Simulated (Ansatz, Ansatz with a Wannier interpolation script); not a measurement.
Rows from a G0W0 calculation on Cs2PdCl4 (P4/mmm) (Ansatz 0.2.0; G0W0 on LDA, plane waves, PAW; PAW set soft_1; 2×2×4 mesh, 768 empty bands, screening to 120 eV, PAW set soft_1 files), in eV. Spin-orbit coupling is left out.

| row | Σx | Σc | Vxc | Z |
| --- | --- | --- | --- | --- |
| A | -21.06 | 2.89 | -16.78 | 0.76 |
| B | -27.74 | 3.94 | -22.76 | 0.75 |
| C | -28.48 | 3.92 | -23.50 | 0.75 |
| D | -17.42 | -3.06 | -21.88 | 0.78 |
| E | -20.49 | 3.09 | -16.05 | 0.74 |
| F | -28.48 | 3.92 | -23.49 | 0.75 |

**Question.** Which rows are filled states and which are empty ones, and how can one tell?

Filled: A, B, C, E and F. Empty: D. The sign of Σc tells: for a filled state bare exchange, which holds its interaction with itself, lies below Vxc (Σx − Vxc is -4.3 eV or lower here) and screening gives part back as a positive Σc. For an empty state Σx lies above Vxc (+4.5 eV or more) and the Coulomb hole leaves Σc negative.

[Runs of the session that timed out or met a known fault of the program may be left out.]

[Hosts, paths, dates, database ids (printed as entryN), source tags and the programs' standing remarks are cut or masked in the printed files.]
